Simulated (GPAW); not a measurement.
Records of electronic-structure calculations.

```
! title: CaHI (P4/nmm): one start, several treatments of the self-energy
! method: DFT, LDA, plane waves, PAW (and 3 further levels or steps)
! program: GPAW 26.7.0
! settings of one run: cutoff 600 eV, GPAW PAW setups 1.2.1 data release, 4×4×1 k-mesh, nbands 508
! cost: 6 runs, 13 min in all on 4 MPI ranks of Arm Neoverse V2, shared host (the runs of this entry)
! notes: The cell and positions come from the Crystallography Open Database and are kept as given unless a step says otherwise. Limits: no spin-orbit coupling. Bands and cutoff are finite, so the gap is not at the basis limit. The miss can reach some tenths of an eV and take either sign; the mesh is an error of its own. The 4×4×1 mesh is coarse for this cell, which bears on the long-range parts of exchange and screening. Mesh or cutoff lie under what a gap needs, so these runs test behaviour and cost; their gaps are not to be quoted.
! G0W0, Godby-Needs plasmon pole: 4.839 eV
! one-shot HSE06: 4.462 eV
! G0W0, extrapolated in the cutoff: 4.991 eV
! one-shot Hartree-Fock: 10.351 eV
! G0W0, full frequency, Hilbert transform: 4.802 eV
! known limits: not at the basis limit; no spin-orbit coupling; coarse k mesh
CELL_PARAMETERS angstrom
4.07100 0.00000 0.00000
0.00000 4.07100 0.00000
0.00000 0.00000 8.94100
ATOMIC_POSITIONS crystal
Ca 0.00000 0.50000 0.16000
Ca 0.50000 0.00000 0.84000
H 0.00000 0.00000 0.00000
H 0.50000 0.50000 0.00000
I 0.00000 0.50000 0.67500
I 0.50000 0.00000 0.32500
```

[Paths, hosts, dates, memory and timing lines, banners, echoed tables and standing remarks are left out of the program output.]

[Logs are printed without paths, hosts, clocks, repeated set-up lines and the standing remarks that a program may print on its own settings, such as how far it seeks lower states.]

[Runs of the session that timed out or met a known fault of the program may be left out.]

[Hosts, paths, dates, database ids (printed as entryN), source tags and the programs' standing remarks are cut or masked in the printed files.]
